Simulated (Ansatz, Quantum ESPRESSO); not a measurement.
# Conductance against width: vacuum gaps between two Cu(100) faces, part 5 of 6

How fast does transmission decay with width? The series: vacuum gaps between two Cu(100) faces.

Quantum ESPRESSO 7.5; plane-wave DFT, PBE, PseudoDojo norm-conserving pseudopotentials; cross-check by Ansatz 0.2.0 with PAW datasets.

So far. Step 12 (The open system, 6 Å): T goes from 0.0438 to 0.00700, a factor of 6.2. Step 13 (Cross-check with Ansatz, 6 Å): Ansatz finds T = 0.00688 against pwcond's 0.00700.

In doubt: a PseudoDojo file used here is known to give poor structures and forces (steps 14, 15, 17, 18, 20), which bears on pressures, cells, forces and phonons.

### Step 14. Ground state, 7 Å

Level of this step: plane-wave DFT, PBE, PseudoDojo norm-conserving pseudopotentials (Quantum ESPRESSO 7.5).

The input, j4.scf.in:

```
&control
  prefix = 'j4.scf'
  outdir = './out'
  pseudo_dir = './pseudo'
  calculation = 'scf'
  tprnfor = .true.
/
&system
  ibrav = 0
  nat = 12
  ntyp = 1
  ecutwfc = 84
  ecutrho = 336
  occupations = 'smearing'
  smearing = 'mv'
  degauss = 0.01
/
&electrons
  conv_thr = 1e-07
  mixing_beta = 0.25
  electron_maxstep = 120
  mixing_mode = 'local-TF'
/
ATOMIC_SPECIES
  Cu  63.5460  Cu.dojo-sr-pbe-0.4.1-standard.upf
CELL_PARAMETERS angstrom
  2.57386868351903 0.00000000000000 0.00000000000000
  0.00000000000000 2.57386868351903 0.00000000000000
  0.00000000000000 0.00000000000000 27.02000000000000
ATOMIC_POSITIONS crystal
  Cu  0.000000000000 0.000000000000 0.000000000000
  Cu  0.500000000000 0.500000000000 0.067357512953
  Cu  0.000000000000 0.000000000000 0.134715025907
  Cu  0.500000000000 0.500000000000 0.202072538860
  Cu  0.000000000000 0.000000000000 0.269430051813
  Cu  0.500000000000 0.500000000000 0.336787564767
  Cu  0.000000000000 0.000000000000 0.595854922280
  Cu  0.500000000000 0.500000000000 0.663212435233
  Cu  0.000000000000 0.000000000000 0.730569948187
  Cu  0.500000000000 0.500000000000 0.797927461140
  Cu  0.000000000000 0.000000000000 0.865284974093
  Cu  0.500000000000 0.500000000000 0.932642487047
K_POINTS automatic
  9 9 1 0 0 0
```

Started as:

```sh
$ OMP_NUM_THREADS=1 mpirun -n 4 pw.x -nk 4 -in j4.scf.in > j4.scf.out
```

Numbers of over 12 decimals in the logs are rounded to 6 here.

Log:

```text
[banner, memory and clock lines left out]
Program PWSCF v.7.5 starts
[...]
Message from routine setup:
[...]
number of electrons       =       228.00
     number of Kohn-Sham states=          137
     kinetic-energy cutoff     =      84.0000  Ry
     charge density cutoff     =     336.0000  Ry
[...]
number of k points=    15  Marzari-Vanderbilt smearing, width (Ry)=  0.0100
[...]
Dense  grid:   125473 G-vectors     FFT dimensions: (  30,  30, 300)
[...]
Starting wfcs are  120 randomized atomic wfcs +   17 random wfcs
[...]
estimated scf accuracy    <       2.90781035 Ry
[...]
estimated scf accuracy    <       1.10076890 Ry
[...]
estimated scf accuracy    <       0.07942723 Ry
[...]
estimated scf accuracy    <       0.02886421 Ry
[...]
estimated scf accuracy    <       0.00128961 Ry
[...]
estimated scf accuracy    <       0.00105729 Ry
[...]
estimated scf accuracy    <       0.00016252 Ry
[...]
estimated scf accuracy    <       0.00003409 Ry
[...]
estimated scf accuracy    <       0.00002227 Ry
[...]
estimated scf accuracy    <       0.00000266 Ry
[...]
estimated scf accuracy    <       0.00000047 Ry
[...]
the Fermi energy is    12.9182 ev
!    total energy              =   -4550.50385975 Ry
     estimated scf accuracy    <       0.00000005 Ry
     smearing contrib. (-TS)   =      -0.00060443 Ry
     internal energy E=F+TS    =   -4550.50325532 Ry
[...]
one-electron contribution =  -11306.25790056 Ry
     hartree contribution      =    5752.17521074 Ry
     xc contribution           =    -559.60420355 Ry
     ewald contribution        =    1563.18363804 Ry
     convergence has been achieved in  12 iterations
[...]
Total force =     0.019602     Total SCF correction =     0.001710
[...]
```

The job ended after 6.4 min (4 MPI ranks of Arm Neoverse N1, shared host; peak memory 1.8 GiB; 26 min of CPU time).

Numbers from this step:

* free energy: -61912.7591 eV
* Fermi energy: 12.92 eV

### Step 15. The open system, 7 Å

The input, j4.cond.in:

```
&inputcond
  outdir = './out'
  prefixt = 'j4.scf'
  tran_file = 'j4.cond.dat'
  bdl = 2.8284271247
  bds = 10.4978160592
  ikind = 1
  ewind = 4.0
  epsproj = 1e-05
  nz1 = 7
  energy0 = 0.4
  denergy = -0.4
/
45
  0.00000000 0.00000000 0.00390625
  0.00000000 0.06250000 0.01562500
  0.00000000 0.12500000 0.01562500
  0.00000000 0.18750000 0.01562500
  0.00000000 0.25000000 0.01562500
  0.00000000 0.31250000 0.01562500
  0.00000000 0.37500000 0.01562500
  0.00000000 0.43750000 0.01562500
  0.00000000 0.50000000 0.00781250
  0.06250000 0.06250000 0.01562500
  0.06250000 0.12500000 0.03125000
  0.06250000 0.18750000 0.03125000
  0.06250000 0.25000000 0.03125000
  0.06250000 0.31250000 0.03125000
  0.06250000 0.37500000 0.03125000
  0.06250000 0.43750000 0.03125000
  0.06250000 0.50000000 0.01562500
  0.12500000 0.12500000 0.01562500
  0.12500000 0.18750000 0.03125000
  0.12500000 0.25000000 0.03125000
  0.12500000 0.31250000 0.03125000
  0.12500000 0.37500000 0.03125000
  0.12500000 0.43750000 0.03125000
  0.12500000 0.50000000 0.01562500
  0.18750000 0.18750000 0.01562500
  0.18750000 0.25000000 0.03125000
  0.18750000 0.31250000 0.03125000
  0.18750000 0.37500000 0.03125000
  0.18750000 0.43750000 0.03125000
  0.18750000 0.50000000 0.01562500
  0.25000000 0.25000000 0.01562500
  0.25000000 0.31250000 0.03125000
  0.25000000 0.37500000 0.03125000
  0.25000000 0.43750000 0.03125000
  0.25000000 0.50000000 0.01562500
  0.31250000 0.31250000 0.01562500
  0.31250000 0.37500000 0.03125000
  0.31250000 0.43750000 0.03125000
  0.31250000 0.50000000 0.01562500
  0.37500000 0.37500000 0.01562500
  0.37500000 0.43750000 0.03125000
  0.37500000 0.50000000 0.01562500
  0.43750000 0.43750000 0.01562500
  0.43750000 0.50000000 0.01562500
  0.50000000 0.50000000 0.00390625
3
```

Started as:

```sh
$ OMP_NUM_THREADS=1 mpirun -n 4 pwcond.x -in j4.cond.in > j4.cond.out
```

Log:

```text
[banner, memory and clock lines left out]
Program PWCOND v.7.5 starts
[citation notice left out]

[...]
./out/j4.scf.save/

     IMPORTANT: XC functional enforced from input :
     Exchange-correlation= PBE
                           (   1   4   3   4   0   0   0)
     Any further DFT definition will be discarded
     Please, verify this is what you really want

     Reading collected, re-writing distributed wavefunctions

===== INPUT FILE containing all the regions =====

     GEOMETRY:

     lattice parameter (alat)  =       4.8639  a.u.
[...]
Nchannels of the left tip =            0
 Right moving states:
   k1(2pi/a)   k2(2pi/a)   E-Ef (eV)
 Left moving states:
   k1(2pi/a)   k2(2pi/a)   E-Ef (eV)

 to transmit
          E-Ef(ev), T =    0.0000000   0.0000000
---  E-Ef =   -0.4000000  k =    0.5000000   0.5000000
---  ie =          3  ik =         45
 Nchannels of the left tip =            0
 Right moving states:
   k1(2pi/a)   k2(2pi/a)   E-Ef (eV)
 Left moving states:
   k1(2pi/a)   k2(2pi/a)   E-Ef (eV)

 to transmit
          E-Ef(ev), T =   -0.4000000   0.0000000
   T_tot     0.40000      0.40145E-02
   T_tot     0.00000      0.20507E-02
   T_tot    -0.40000      0.11399E-02

[...]
```

Elapsed: 6.8 min, on 4 MPI ranks; peak memory 0.24 GiB; 27 min of CPU time.

Numbers from this step:

| Quantity | Value |
| --- | --- |
| transmission at the Fermi level, one spin | 0.001025 |
| conductance | 0.001025 G₀ |

Per spin; mean over the k mesh across the current. Table of transmission, zone mean by energy, zero at the Fermi level:

```
energy (eV)  transmission, zone mean
     -0.400                   5.7e-4
      0.000                  0.00103
      0.400                  0.00201
```

T goes from 0.00700 to 0.00103, a factor of 6.8.

### Step 16. Cross-check with Ansatz, 7 Å

Level of this step: plane-wave DFT, PBE, Ansatz PAW (Ansatz 0.2.0).

The input, input.yaml:

```yaml
crystal:
  lattice:
    - [2.5738686835, 0.0, 0.0]
    - [0.0, 2.5738686835, 0.0]
    - [0.0, 0.0, 27.02]
  atoms:
    - { symbol: Cu, position: [0.0, 0.0, 0.0] }
    - { symbol: Cu, position: [0.5, 0.5, 0.067357513] }
    - { symbol: Cu, position: [0.0, 0.0, 0.1347150259] }
    - { symbol: Cu, position: [0.5, 0.5, 0.2020725389] }
    - { symbol: Cu, position: [0.0, 0.0, 0.2694300518] }
    - { symbol: Cu, position: [0.5, 0.5, 0.3367875648] }
    - { symbol: Cu, position: [0.0, 0.0, 0.5958549223] }
    - { symbol: Cu, position: [0.5, 0.5, 0.6632124352] }
    - { symbol: Cu, position: [0.0, 0.0, 0.7305699482] }
    - { symbol: Cu, position: [0.5, 0.5, 0.7979274611] }
    - { symbol: Cu, position: [0.0, 0.0, 0.8652849741] }
    - { symbol: Cu, position: [0.5, 0.5, 0.932642487] }
kpoints:
  mp_grid: { grid: [9, 9, 1] }
hamiltonian:
  xc: pbe
scf:
  occupations: { method: fermi_dirac, width: 0.1 }
  convergence: { dr2_threshold: 1.0e-08 }
output:
  transmission: { leads: [[0, 2]], e_range: [-0.4, 0.4], de: 0.4, kmesh: [16, 16] }
  write_potential: true
  write_density: true
  volumetric_format: npy
  elf: true
```

Started as:

```sh
$ ansatz run input.yaml --threads 4 --pin off --max-ram 10240MiB --backend cpu --events-out ev --progress --plain --runs-dir out
```

Log:

```text
[...]
Crystal: 12 atoms, lattice volume = 179.002 Å³
Basis set: ecut = 420 eV, 3519 PW (Γ)
Bands: 137, of which v1, the nominal top of the filled ones, is band 114 counted from 1 (113 counted from 0)
Symmetry: 16 space group operations
[...]
k-points: 15 of 81
[...]
k-point 14: bands = [... 110 lower, 14.2269, 14.3527, 14.8019, 14.9410, 15.4470, 15.7253, 16.2309, 16.5773, ... 19 higher]
--- Transmission ---
  basis      : 61 plane waves across, 34 finite elements along
  points     : 45, standing for a mesh of 16 x 16
[...]
channels       : 9.257812e-1 a spin
[...]
slowest decay  : 0.1674 /Å at (0.4375, 0.4375)
  junction   : crystal 0 to crystal 0, -0.21 to 23.17 Å
    transmission   : 9.943203e-4 a spin
[...]
[key lines of the parts left out:]
SCF converged after 10 iterations
Free energy (F): -79500.954758 eV
Fermi energy:    12.384874 eV
```

Wall time 36 s (4 threads); peak memory 0.97 GiB.

Read from the output:

- free energy: -79500.9548 eV
- energy at zero smearing: -79500.9005 eV
- smearing term TS: 0.1086 eV
- Fermi energy: 12.38 eV
- transmission at the Fermi level, one spin: 9.94e-4

Per spin; mean over the k mesh across the current. Table of transmission, zone mean by energy, zero at the Fermi level:

```
energy (eV)  transmission, zone mean
     -0.400                   5.5e-4
      0.000                   9.9e-4
      0.400                  0.00194
```

Ansatz finds T = 9.9e-4 against pwcond's 0.00103.

### Step 17. Self-consistent run, 8 Å

Level of this step: plane-wave DFT, PBE, PseudoDojo norm-conserving pseudopotentials (Quantum ESPRESSO 7.5).

The input, j5.scf.in:

```
&control
  prefix = 'j5.scf'
  outdir = './out'
  pseudo_dir = './pseudo'
  calculation = 'scf'
  tprnfor = .true.
/
&system
  ibrav = 0
  nat = 12
  ntyp = 1
  ecutwfc = 84
  ecutrho = 336
  occupations = 'smearing'
  smearing = 'mv'
  degauss = 0.01
/
&electrons
  conv_thr = 1e-07
  mixing_beta = 0.25
  electron_maxstep = 120
  mixing_mode = 'local-TF'
/
ATOMIC_SPECIES
  Cu  63.5460  Cu.dojo-sr-pbe-0.4.1-standard.upf
CELL_PARAMETERS angstrom
  2.57386868351903 0.00000000000000 0.00000000000000
  0.00000000000000 2.57386868351903 0.00000000000000
  0.00000000000000 0.00000000000000 28.02000000000000
ATOMIC_POSITIONS crystal
  Cu  0.000000000000 0.000000000000 0.000000000000
  Cu  0.500000000000 0.500000000000 0.064953604568
  Cu  0.000000000000 0.000000000000 0.129907209136
  Cu  0.500000000000 0.500000000000 0.194860813704
  Cu  0.000000000000 0.000000000000 0.259814418273
  Cu  0.500000000000 0.500000000000 0.324768022841
  Cu  0.000000000000 0.000000000000 0.610278372591
  Cu  0.500000000000 0.500000000000 0.675231977159
  Cu  0.000000000000 0.000000000000 0.740185581727
  Cu  0.500000000000 0.500000000000 0.805139186296
  Cu  0.000000000000 0.000000000000 0.870092790864
  Cu  0.500000000000 0.500000000000 0.935046395432
K_POINTS automatic
  9 9 1 0 0 0
```

Started as:

```sh
$ OMP_NUM_THREADS=1 mpirun -n 4 pw.x -nk 4 -in j5.scf.in > j5.scf.out
```

Log:

```text
[banner, memory and clock lines left out]
Program PWSCF v.7.5 starts
[...]
Message from routine setup:
[...]
number of electrons       =       228.00
     number of Kohn-Sham states=          137
     kinetic-energy cutoff     =      84.0000  Ry
     charge density cutoff     =     336.0000  Ry
[...]
number of k points=    15  Marzari-Vanderbilt smearing, width (Ry)=  0.0100
[...]
Dense  grid:   130109 G-vectors     FFT dimensions: (  30,  30, 320)
[...]
Starting wfcs are  120 randomized atomic wfcs +   17 random wfcs
[...]
estimated scf accuracy    <       2.90772883 Ry
[...]
estimated scf accuracy    <       1.10141102 Ry
[...]
estimated scf accuracy    <       0.07941968 Ry
[...]
estimated scf accuracy    <       0.02925933 Ry
[...]
estimated scf accuracy    <       0.00141154 Ry
[...]
estimated scf accuracy    <       0.00117619 Ry
[...]
estimated scf accuracy    <       0.00021431 Ry
[...]
estimated scf accuracy    <       0.00004861 Ry
[...]
estimated scf accuracy    <       0.00003229 Ry
[...]
estimated scf accuracy    <       0.00000485 Ry
[...]
estimated scf accuracy    <       0.00000087 Ry
[...]
the Fermi energy is    12.2979 ev
!    total energy              =   -4550.50389460 Ry
     estimated scf accuracy    <       0.00000005 Ry
     smearing contrib. (-TS)   =      -0.00064325 Ry
     internal energy E=F+TS    =   -4550.50325135 Ry
[...]
one-electron contribution =  -14551.55587064 Ry
     hartree contribution      =    7369.62261194 Ry
     xc contribution           =    -559.60492582 Ry
     ewald contribution        =    3191.03493317 Ry
     convergence has been achieved in  12 iterations
[...]
Total force =     0.019579     Total SCF correction =     0.001758
[...]
```

Wall time 6.9 min (4 MPI ranks); peak memory 1.8 GiB; 28 min of CPU time.

Numbers from this step:

* free energy: -61912.7595 eV
* Fermi energy: 12.30 eV

### Step 18. Transmission with pwcond.x, 8 Å

j5.cond.in, as its differences from the input of step 15:

```diff
@@ -2,6 +2,6 @@
   outdir = './out'
-  prefixt = 'j4.scf'
-  tran_file = 'j4.cond.dat'
+  prefixt = 'j5.scf'
+  tran_file = 'j5.cond.dat'
   bdl = 2.8284271247
-  bds = 10.4978160592
+  bds = 10.8863362686
   ikind = 1
```

Started as:

```sh
$ OMP_NUM_THREADS=1 mpirun -n 4 pwcond.x -in j5.cond.in > j5.cond.out
```

Log:

```text
[banner, memory and clock lines left out]
Program PWCOND v.7.5 starts
[citation notice left out]

[...]
./out/j5.scf.save/

     IMPORTANT: XC functional enforced from input :
     Exchange-correlation= PBE
                           (   1   4   3   4   0   0   0)
     Any further DFT definition will be discarded
     Please, verify this is what you really want

     Reading collected, re-writing distributed wavefunctions

===== INPUT FILE containing all the regions =====

     GEOMETRY:

     lattice parameter (alat)  =       4.8639  a.u.
[...]
Nchannels of the left tip =            0
 Right moving states:
   k1(2pi/a)   k2(2pi/a)   E-Ef (eV)
 Left moving states:
   k1(2pi/a)   k2(2pi/a)   E-Ef (eV)

 to transmit
          E-Ef(ev), T =    0.0000000   0.0000000
---  E-Ef =   -0.4000000  k =    0.5000000   0.5000000
---  ie =          3  ik =         45
 Nchannels of the left tip =            0
 Right moving states:
   k1(2pi/a)   k2(2pi/a)   E-Ef (eV)
 Left moving states:
   k1(2pi/a)   k2(2pi/a)   E-Ef (eV)

 to transmit
          E-Ef(ev), T =   -0.4000000   0.0000000
   T_tot     0.40000      0.61693E-03
   T_tot     0.00000      0.27766E-03
   T_tot    -0.40000      0.13761E-03

[...]
```

Elapsed: 6.9 min, on 4 MPI ranks; peak memory 0.24 GiB; 28 min of CPU time.

Read from the output:

```
transmission at the Fermi level, one spin : 1.39e-4
conductance                               : 1.39e-4 G₀
```

Per spin; mean over the k mesh across the current. The transmission, zone mean by energy, zero at the Fermi level:

```
energy (eV)  transmission, zone mean
     -0.400                   6.9e-5
      0.000                   1.4e-4
      0.400                   3.1e-4
```

T goes from 0.00103 to 1.4e-4, a factor of 7.4.

### Step 19. Cross-check with Ansatz, 8 Å

Level of this step: plane-wave DFT, PBE, Ansatz PAW (Ansatz 0.2.0).

input.yaml, the sections that differ from step 16:

```yaml
crystal:
  lattice:
    - [2.5738686835, 0.0, 0.0]
    - [0.0, 2.5738686835, 0.0]
    - [0.0, 0.0, 28.02]
  atoms:
    - { symbol: Cu, position: [0.0, 0.0, 0.0] }
    - { symbol: Cu, position: [0.5, 0.5, 0.0649536046] }
    - { symbol: Cu, position: [0.0, 0.0, 0.1299072091] }
    - { symbol: Cu, position: [0.5, 0.5, 0.1948608137] }
    - { symbol: Cu, position: [0.0, 0.0, 0.2598144183] }
    - { symbol: Cu, position: [0.5, 0.5, 0.3247680228] }
    - { symbol: Cu, position: [0.0, 0.0, 0.6102783726] }
    - { symbol: Cu, position: [0.5, 0.5, 0.6752319772] }
    - { symbol: Cu, position: [0.0, 0.0, 0.7401855817] }
    - { symbol: Cu, position: [0.5, 0.5, 0.8051391863] }
    - { symbol: Cu, position: [0.0, 0.0, 0.8700927909] }
    - { symbol: Cu, position: [0.5, 0.5, 0.9350463954] }
# kpoints, hamiltonian, scf, output: as in step 16
```

Started as:

```sh
$ ansatz run input.yaml --threads 4 --pin off --max-ram 10240MiB --backend cpu --events-out ev --progress --plain --runs-dir out
```

Log:

```text
[...]
Crystal: 12 atoms, lattice volume = 185.627 Å³
Basis set: ecut = 420 eV, 3657 PW (Γ)
Bands: 137, of which v1, the nominal top of the filled ones, is band 114 counted from 1 (113 counted from 0)
Symmetry: 16 space group operations
[...]
k-points: 15 of 81
[...]
k-point 14: bands = [... 110 lower, 13.6232, 13.7489, 14.1981, 14.3370, 14.8433, 15.1219, 15.6270, 15.9729, ... 19 higher]
--- Transmission ---
  basis      : 61 plane waves across, 35 finite elements along
  points     : 45, standing for a mesh of 16 x 16
[...]
channels       : 9.257812e-1 a spin
[...]
slowest decay  : 0.1674 /Å at (0.4375, 0.4375)
  junction   : crystal 0 to crystal 0, -0.21 to 24.17 Å
    transmission   : 1.323343e-4 a spin
[...]
[key lines of the parts left out:]
SCF converged after 10 iterations
Free energy (F): -79500.954638 eV
Fermi energy:    11.781257 eV
```

The job ended after 39 s (4 threads; peak memory 1 GiB).

Numbers from this step:

- free energy: -79500.9546 eV
- energy at zero smearing: -79500.9004 eV
- smearing term TS: 0.1085 eV
- Fermi energy: 11.78 eV
- transmission at the Fermi level, one spin: 1.32e-4

Per spin; mean over the k mesh across the current. Table of transmission, zone mean by energy, zero at the Fermi level:

```
energy (eV)  transmission, zone mean
     -0.400                   6.5e-5
      0.000                   1.3e-4
      0.400                   2.9e-4
```

Ansatz finds T = 1.3e-4 against pwcond's 1.4e-4.

### Step 20. Ground state, 9 Å

Level of this step: plane-wave DFT, PBE, PseudoDojo norm-conserving pseudopotentials (Quantum ESPRESSO 7.5).

The input, j6.scf.in:

```
&control
  prefix = 'j6.scf'
  outdir = './out'
  pseudo_dir = './pseudo'
  calculation = 'scf'
  tprnfor = .true.
/
&system
  ibrav = 0
  nat = 12
  ntyp = 1
  ecutwfc = 84
  ecutrho = 336
  occupations = 'smearing'
  smearing = 'mv'
  degauss = 0.01
/
&electrons
  conv_thr = 1e-07
  mixing_beta = 0.25
  electron_maxstep = 120
  mixing_mode = 'local-TF'
/
ATOMIC_SPECIES
  Cu  63.5460  Cu.dojo-sr-pbe-0.4.1-standard.upf
CELL_PARAMETERS angstrom
  2.57386868351903 0.00000000000000 0.00000000000000
  0.00000000000000 2.57386868351903 0.00000000000000
  0.00000000000000 0.00000000000000 29.02000000000000
ATOMIC_POSITIONS crystal
  Cu  0.000000000000 0.000000000000 0.000000000000
  Cu  0.500000000000 0.500000000000 0.062715368711
  Cu  0.000000000000 0.000000000000 0.125430737422
  Cu  0.500000000000 0.500000000000 0.188146106134
  Cu  0.000000000000 0.000000000000 0.250861474845
  Cu  0.500000000000 0.500000000000 0.313576843556
  Cu  0.000000000000 0.000000000000 0.623707787733
  Cu  0.500000000000 0.500000000000 0.686423156444
  Cu  0.000000000000 0.000000000000 0.749138525155
  Cu  0.500000000000 0.500000000000 0.811853893866
  Cu  0.000000000000 0.000000000000 0.874569262578
  Cu  0.500000000000 0.500000000000 0.937284631289
K_POINTS automatic
  9 9 1 0 0 0
```

Started as:

```sh
$ OMP_NUM_THREADS=1 mpirun -n 4 pw.x -nk 4 -in j6.scf.in > j6.scf.out
```

Log:

```text
[banner, memory and clock lines left out]
Program PWSCF v.7.5 starts
[...]
Message from routine setup:
[...]
number of electrons       =       228.00
     number of Kohn-Sham states=          137
     kinetic-energy cutoff     =      84.0000  Ry
     charge density cutoff     =     336.0000  Ry
[...]
number of k points=    15  Marzari-Vanderbilt smearing, width (Ry)=  0.0100
[...]
Dense  grid:   134823 G-vectors     FFT dimensions: (  30,  30, 320)
[...]
Starting wfcs are  120 randomized atomic wfcs +   17 random wfcs
[...]
estimated scf accuracy    <       2.90782861 Ry
[...]
estimated scf accuracy    <       1.10198080 Ry
[...]
estimated scf accuracy    <       0.07930442 Ry
[...]
estimated scf accuracy    <       0.02936826 Ry
[...]
estimated scf accuracy    <       0.00144736 Ry
[...]
estimated scf accuracy    <       0.00121871 Ry
[...]
estimated scf accuracy    <       0.00024683 Ry
[...]
estimated scf accuracy    <       0.00006349 Ry
[...]
estimated scf accuracy    <       0.00004226 Ry
[...]
estimated scf accuracy    <       0.00000738 Ry
[...]
estimated scf accuracy    <       0.00000138 Ry
[...]
the Fermi energy is    11.7194 ev
!    total energy              =   -4550.50390224 Ry
     estimated scf accuracy    <       0.00000007 Ry
     smearing contrib. (-TS)   =      -0.00065669 Ry
     internal energy E=F+TS    =   -4550.50324555 Ry
[...]
one-electron contribution =  -18172.54629121 Ry
     hartree contribution      =    9175.26911388 Ry
     xc contribution           =    -559.60507988 Ry
     ewald contribution        =    5006.37901166 Ry
     convergence has been achieved in  12 iterations
[...]
Total force =     0.019612     Total SCF correction =     0.002012
[...]
```

Elapsed: 7.3 min, on 4 MPI ranks; peak memory 1.9 GiB; 29 min of CPU time.

Numbers from this step:

* free energy: -61912.7596 eV
* Fermi energy: 11.72 eV

(Part 5 of 6 ends here.)

[Logs are printed without paths, hosts, clocks, repeated set-up lines and the standing remarks that a program may print on its own settings, such as how far it seeks lower states.]

[Hosts, paths, dates, database ids (printed as entryN), source tags and the programs' standing remarks are cut or masked in the printed files.]

[Maps of the electrostatic potential energy from Ansatz leave out the sawtooth potential of an applied field or a dipole correction, so their vacuum need not be flat; planar profiles and work functions include it.]
